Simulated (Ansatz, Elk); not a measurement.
## AsSF: X-ray structure factors from the self-consistent density

The structure of AsSF used here is made up (a known structure type with other elements) and was relaxed beforehand with r2SCAN. The aim is the Fourier transform of its all-electron density, F(hkl), set beside the sum over free spherical atoms that refinements use.

Calculated with Elk 11.2.3 (patched build); DFT, PBE, all-electron APW+lo, Dirac cores, scalar-relativistic bands, static density, no spin.

The structure was built from a prototype and need not be the compound's stable phase.

## (1) The starting structure

Symmetry: P3m1, No. 156, trigonal system. Conventional cell: a = 3.504 Å, b = 3.504 Å, c = 5.188 Å, α = 90.00°, β = 90.00°, γ = 120.00°. Nearest to As lie 3 F at 2.30 Å and 3 S at 2.45 Å. S has 3 As at 2.45 Å nearest. Nearest to F lie 3 As at 2.30 Å. Farther neighbours and most contacts between anions are not listed.

## (2) Ground state and structure factors

An all-electron density is needed, since X-rays see the cores too. Task 0 finds the density and task 195 Fourier-transforms it; tshift is off so that phases refer to the origin typed.

elk.in reads:

```
tasks
  0
  195

xctype
  20

spinpol
  .false.

rgkmax
  7.0

gmaxvr
  14.0

lmaxo
  7

lmaxapw
  8

swidth
  0.002

tshift
  .false.

ramdisk
  .false.

hmaxvr
  5.5

maxscl
  120

epspot
  1e-06

sppath
  './'

avec
  6.62170635453 0.00000000000 -0.00000000000
  -3.31085317726 5.73456591942 0.00000000000
  -0.00000000000 0.00000000000 9.80319418829

atoms
  3
  'As.in'
  1
  -0.0000000000 0.0000000000 -0.0225462888   0.000000 0.000000 0.000000
  'S.in'
  1
  0.3333333333 0.6666666667 0.2431611548   0.000000 0.000000 0.000000
  'F.in'
  1
  0.6666666667 0.3333333333 0.7669851341   0.000000 0.000000 0.000000

ngridk
  7 7 5
```

Run with:

```bash
> OMP_NUM_THREADS=4 elk
```

Numbers of over 12 decimals in the logs are rounded to 6 here.

Output:

```text
┌─────────────────────────┐
│ Elk code version 11.2.3 │
└─────────────────────────┘

All units are atomic (Hartree, Bohr, etc.)

┌─────────────────────────────────────────────────┐
│ Ground-state run starting from atomic densities │
└─────────────────────────────────────────────────┘

Lattice vectors :
   6.621706355       0.000000000      -0.000000000
  -3.310853177       5.734565919       0.000000000
  -0.000000000       0.000000000       9.803194188

Reciprocal lattice vectors :
  0.9488770674      0.5478344303       0.000000000
  -0.000000000       1.095668861      -0.000000000
   0.000000000       0.000000000      0.6409324539

Unit cell volume      :    372.2528852
Brillouin zone volume :   0.6663486659

Muffin-tin inner radius fraction :   0.1000000000E-01

Nuclei treated as point charges

Species : 1 (As)
 parameters loaded from : As.in
 name : arsenic
 nuclear charge    :   -33.00000000
 electronic charge :    33.00000000
 atomic mass :    136573.7220
 muffin-tin radius :    2.342331783
 number of radial points in muffin-tin :    993
 inner part over the whole radius :   0.9932639354E-02
 number on inner part of muffin-tin    :    702
 approximate nuclear radius :   0.7712558785E-04
 number of mesh points to nuclear radius :    342
 atomic positions (lattice), magnetic fields (Cartesian) :
  1 :   0.00000000  0.00000000  0.97745371    0.00000000  0.00000000  0.00000000

Species : 2 (S)
 parameters loaded from : S.in
 name : sulphur
 nuclear charge    :   -16.00000000
 electronic charge :    16.00000000
 atomic mass :    58450.91931
 muffin-tin radius :    2.200000000
 number of radial points in muffin-tin :    793
 inner part over the whole radius :   0.9890556315E-02
 number on inner part of muffin-tin    :    554
 approximate nuclear radius :   0.6195814986E-04
 number of mesh points to nuclear radius :    251
 atomic positions (lattice), magnetic fields (Cartesian) :
  1 :   0.33333333  0.66666667  0.24316115    0.00000000  0.00000000  0.00000000

Species : 3 (F)
 parameters loaded from : F.in
 name : fluorine
 nuclear charge    :   -9.000000000
 electronic charge :    9.000000000
 atomic mass :    34631.97045
 muffin-tin radius :    1.951943153
 number of radial points in muffin-tin :    593
 inner part over the whole radius :   0.9775158329E-02
 number on inner part of muffin-tin    :    409
 approximate nuclear radius :   0.5278478738E-04
 number of mesh points to nuclear radius :    175
 atomic positions (lattice), magnetic fields (Cartesian) :
  1 :   0.66666667  0.33333333  0.76698513    0.00000000  0.00000000  0.00000000

Total number of atoms per unit cell :    3
Total muffin-tin volume :    129.5857103
 ratio of muffin-tin to unit cell volume :   0.3481120375

Spin treatment :
 spin-unpolarised

Number of Bravais lattice symmetries :   24
Number of crystal symmetries         :    6
Crystal has no inversion symmetry
Complex Hermitian eigensolver will be used

k-point grid :      7     7     5
k-point offset :    0.000000000       0.000000000       0.000000000
k-point set is reduced with full crystal symmetry group
Total number of k-points :       60

Muffin-tin radius times maximum |G+k| :    7.000000000
 using average radius
Maximum |G+k| for APW functions       :    3.233617333
Maximum (1/2)|G+k|²                   :    5.228140529
Maximum |G| for potential and density :    14.00000000
Constant for pseudocharge density :    8
 order of it for each species :   15  15  15
 order of it for pair densities of each species (exact exchange by exxq0 0: 16) :   11  10   7
Radial integration step length :    1

G-vector grid sizes :     30    30    45
Number of G-vectors :    17269

Maximum angular momentum used for
 APW functions            :    8
 outer part of muffin-tin :    7
 inner part of muffin-tin :    2

Total nuclear charge    :   -58.00000000
Total core charge       :    30.00000000
Total valence charge    :    28.00000000
Total excess charge     :    0.000000000
Total electronic charge :    58.00000000

[...]
correlation                 :     -2.562175
 electron entropic           :    -0.84359198582262E-11
 total energy                :     -2760.7109559191

Density of states at Fermi energy :   0.9819038751E-07
 (states/Hartree/unit cell)

Estimated indirect band gap :   0.7973172958E-01
 from k-point 43 to k-point 25
Estimated direct band gap   :   0.8413280955E-01
 at k-point 25

Charges :
 core                        :    30.00000000
 valence                     :    28.00000000
 interstitial                :    3.502210213
 muffin-tins (core leakage)
  species : 1 (As)
   atom 1                    :    30.77116458     (  0.2022981968E-03)
  species : 2 (S)
   atom 1                    :    14.55010664     (  0.6876486610E-04)
  species : 3 (F)
   atom 1                    :    9.176518572     ( -0.2934725285E-06)
 total in muffin-tins        :    54.49778979
 total calculated charge     :    58.00038679
 total charge                :    58.00000000
 error                       :   0.3867890648E-03

RMS change in Kohn-Sham potential (target) :   0.7538925487     (  0.1000000000E-05)
Absolute change in total energy (target)   :   0.1775570895     (  0.1000000000E-03)

[... loops 3 to 14 left out ...]

┌──────────────────┐
│ Loop number : 15 │
└──────────────────┘

Energies :
 Fermi                       :     0.130944
 sum of occupied eigenvalues :     -1582.3980322168
 electron kinetic            :      2812.7107057347
 core electron kinetic       :      2592.2710782470
 Coulomb                     :     -5453.0572981294
 Coulomb potential           :     -4239.5326478364
 nuclear-nuclear             :     -329.17069999468
 electron-nuclear            :     -6015.2206041538
 Hartree                     :      891.33400601913
 Madelung                    :     -3333.2909742112
 xc potential                :     -155.57609011522
 exchange                    :     -117.28374268232
 correlation                 :     -2.563797
 electron entropic           :    -0.32721416105997E-09
 total energy                :     -2760.1941321750

Density of states at Fermi energy :   0.4686451590E-05
 (states/Hartree/unit cell)

Estimated indirect band gap :   0.6389329944E-01
 from k-point 43 to k-point 25
Estimated direct band gap   :   0.6807881932E-01
 at k-point 25

Charges :
 core                        :    30.00000000
 valence                     :    28.00000000
 interstitial                :    3.586258115
 muffin-tins (core leakage)
  species : 1 (As)
[...]
species : 2 (S)
[...]
species : 3 (F)
[...]
total in muffin-tins        :    54.41374188
 total calculated charge     :    58.00045374
 total charge                :    58.00000000
 error                       :   0.4537361958E-03

RMS change in Kohn-Sham potential (target) :   0.6220188430E-06 (  0.1000000000E-05)
Absolute change in total energy (target)   :   0.5599800124E-04 (  0.1000000000E-03)

Convergence targets achieved

┌──────────────────┐
│ Loop number : 16 │
└──────────────────┘

Energies :
 Fermi                       :     0.130944
 sum of occupied eigenvalues :     -1582.3980298591
 electron kinetic            :      2812.7107067816
 core electron kinetic       :      2592.2710795906
 Coulomb                     :     -5453.0572979060
 Coulomb potential           :     -4239.5326490839
 nuclear-nuclear             :     -329.17069999468
 electron-nuclear            :     -6015.2206023921
 Hartree                     :      891.33400448079
 Madelung                    :     -3333.2909733641
 xc potential                :     -155.57608755679
 exchange                    :     -117.28374259326
 correlation                 :     -2.563797
 electron entropic           :    -0.32721914409343E-09
 total energy                :     -2760.1941308207

Density of states at Fermi energy :   0.4686527554E-05
 (states/Hartree/unit cell)

Estimated indirect band gap :   0.6389323273E-01
 from k-point 26 to k-point 37
Estimated direct band gap   :   0.6807875284E-01
 at k-point 37

Charges :
 core                        :    30.00000000
 valence                     :    28.00000000
 interstitial                :    3.586258227
 muffin-tins (core leakage)
  species : 1 (As)
   atom 1                    :    31.04532238     (  0.1967479090E-03)
  species : 2 (S)
   atom 1                    :    14.47597074     (  0.6939953705E-04)
  species : 3 (F)
   atom 1                    :    8.892448655     ( -0.2934701535E-06)
 total in muffin-tins        :    54.41374177
 total calculated charge     :    58.00045374
 total charge                :    58.00000000
 error                       :   0.4537364327E-03

┌──────────────────────────────┐
│ Self-consistent loop stopped │
└──────────────────────────────┘

Warning : core states of species 1 leak from the muffin-tin :   0.1967479090E-03

Wrote STATE.OUT
```

Wall time 12 s (4 threads of Intel Xeon 6975P-C (Granite Rapids), shared host); peak memory 0.16 GiB; 38 s of CPU time.

SFACRHO.OUT:

```text

h k l indices transformed by vhmat matrix:
   1.000000000       0.000000000       0.000000000    
   0.000000000       1.000000000       0.000000000    
   0.000000000       0.000000000       1.000000000    

      h      k      l  multipl.   |H|            Re(F)            Im(F)           |F|

      0      0      0      1   0.0000000       58.000001      0.14732121E-15   58.000001    
      0      0      1      1  0.64093245       31.702532       1.6004263       31.742903    
      0      0     -1      1  0.64093245       31.702532      -1.6004263       31.742903    
      1     -1      0      3   1.0956689       17.764257      -4.1431680       18.241016    
      0     -1      0      3   1.0956689       17.764257       4.1431680       18.241016    
      1     -1     -1      3   1.2693639       9.7128548       6.1764877       11.510367    
     -1      0      1      3   1.2693639       41.673908      -5.8155491       42.077728    
     -1      1      1      3   1.2693639       9.7128548      -6.1764877       11.510367    
      1      0     -1      3   1.2693639       41.673908       5.8155491       42.077728    
      0      0     -2      1   1.2818649       7.3202628       7.8040088       10.699944    
      0      0      2      1   1.2818649       7.3202628      -7.8040088       10.699944    
      1      0      2      3   1.6863179       29.191598      -10.159451       30.908960    
      0      1     -2      3   1.6863179       29.191598       10.159451       30.908960    
      1     -1      2      3   1.6863179       32.876420      -3.1145667       33.023620    
      1      0     -2      3   1.6863179       32.876420       3.1145667       33.023620    
      1     -2      0      6   1.8977541       37.751442     -0.25740027E-08   37.751442    
      0      0     -3      1   1.9227974       18.085234       13.605499       22.631511    
      0      0      3      1   1.9227974       18.085234      -13.605499       22.631511
```

Elk indexes on the primitive cell of elk.in and gives |H| = 4π sin θ/λ in inverse bohr. Below, one row stands for each form hkl of the conventional cell (m members, Friedel mates merged), F is for one primitive cell and the density is static (no thermal factor). Free-atom factors are Waasmaier and Kirfel's, and R is Σm||F|−|F'||/Σm|F|.

```csv
hkl,m,sin θ/λ (Å⁻¹),"abs F, DFT",neutral atoms,diff.,abs of complex diff.
001,2,0.096,31.743,31.875,-0.132,0.138
100,6,0.165,18.241,18.422,-0.180,0.182
101,6,0.191,11.510,11.753,-0.242,0.261
011,6,0.191,42.078,41.853,+0.224,0.225
002,2,0.193,10.700,10.892,-0.192,0.208
102,6,0.254,30.909,30.972,-0.063,0.065
012,6,0.254,33.024,32.971,+0.052,0.129
110,6,0.285,37.751,37.758,-0.007,0.007
003,2,0.289,22.631,22.783,-0.152,0.152
111,12,0.301,23.330,23.409,-0.079,0.123
200,6,0.330,15.447,15.577,-0.130,0.163
103,6,0.333,32.735,32.857,-0.122,0.129
013,6,0.333,12.255,12.234,+0.020,0.089
021,6,0.343,11.024,10.904,+0.120,0.174
201,6,0.343,32.160,32.276,-0.116,0.116
112,12,0.344,9.983,9.933,+0.050,0.110
022,6,0.382,25.852,25.737,+0.115,0.115
202,6,0.382,26.654,26.776,-0.122,0.127
004,2,0.386,30.194,30.329,-0.135,0.137
113,12,0.406,19.910,19.883,+0.028,0.038
014,6,0.419,16.378,16.405,-0.026,0.047
104,6,0.419,14.698,14.751,-0.053,0.069
```

## (3) The highest occupied states alone

An energy window below the Fermi level keeps the highest occupied states, to see at which angles they scatter; shallow core shells can lie inside it and anion s states outside. No new self-consistency is needed.

elk.in, as its differences from that of step 2:

```diff
@@ -1,3 +1,2 @@
 tasks
-  0
   195
@@ -40,2 +39,5 @@
 
+wsfac
+  -0.310050 0.430940
+
 sppath
```

Run with:

```bash
> OMP_NUM_THREADS=4 elk
```

Output:

```text
┌─────────────────────────────────┐
│ Elk code version 11.2.3 started │
└─────────────────────────────────┘

Info(readinput): the functional depends on the density's gradient
 muffin-tin radial points multiplied by    2.00000
 (not where nrmtscf is given)

┌────────────────────┐
│ Current task : 195 │
└────────────────────┘
Info(checkmt): changed muffin-tin radius of species 1 (As) from   2.4000 to   2.3423
Info(checkmt): changed muffin-tin radius of species 3 (F) from   2.0000 to   1.9519

Info(sfacrho): density structure factors written to SFACRHO.OUT

 Energy window :  -0.3100500000      0.4309400000

┌──────────────────┐
│ Elk code stopped │
└──────────────────┘
```

Run time: 2.6 s. Hardware: 4 threads; peak memory 0.16 GiB.

States within 12 eV below the Fermi level hold 14.00 electrons; any levels below the window count with the cores. Their amplitudes can exceed the total, where window and core parts have opposite phase:

```
hkl  sin θ/λ (Å⁻¹)  abs F, window  abs F, all
001          0.096          3.480      31.743
100          0.165          2.435      18.241
101          0.191          3.774      11.510
011          0.191          5.233      42.078
002          0.193          4.349      10.700
102          0.254          2.491      30.909
012          0.254          2.816      33.024
110          0.285          2.693      37.751
003          0.289          2.088      22.631
111          0.301          2.132      23.330
```

(Part 1 of 2 ends here.)

[Logs are printed without paths, hosts, clocks, repeated set-up lines and the standing remarks that a program may print on its own settings, such as how far it seeks lower states.]

[Hosts, paths, dates, database ids (printed as entryN), source tags and the programs' standing remarks are cut or masked in the printed files.]
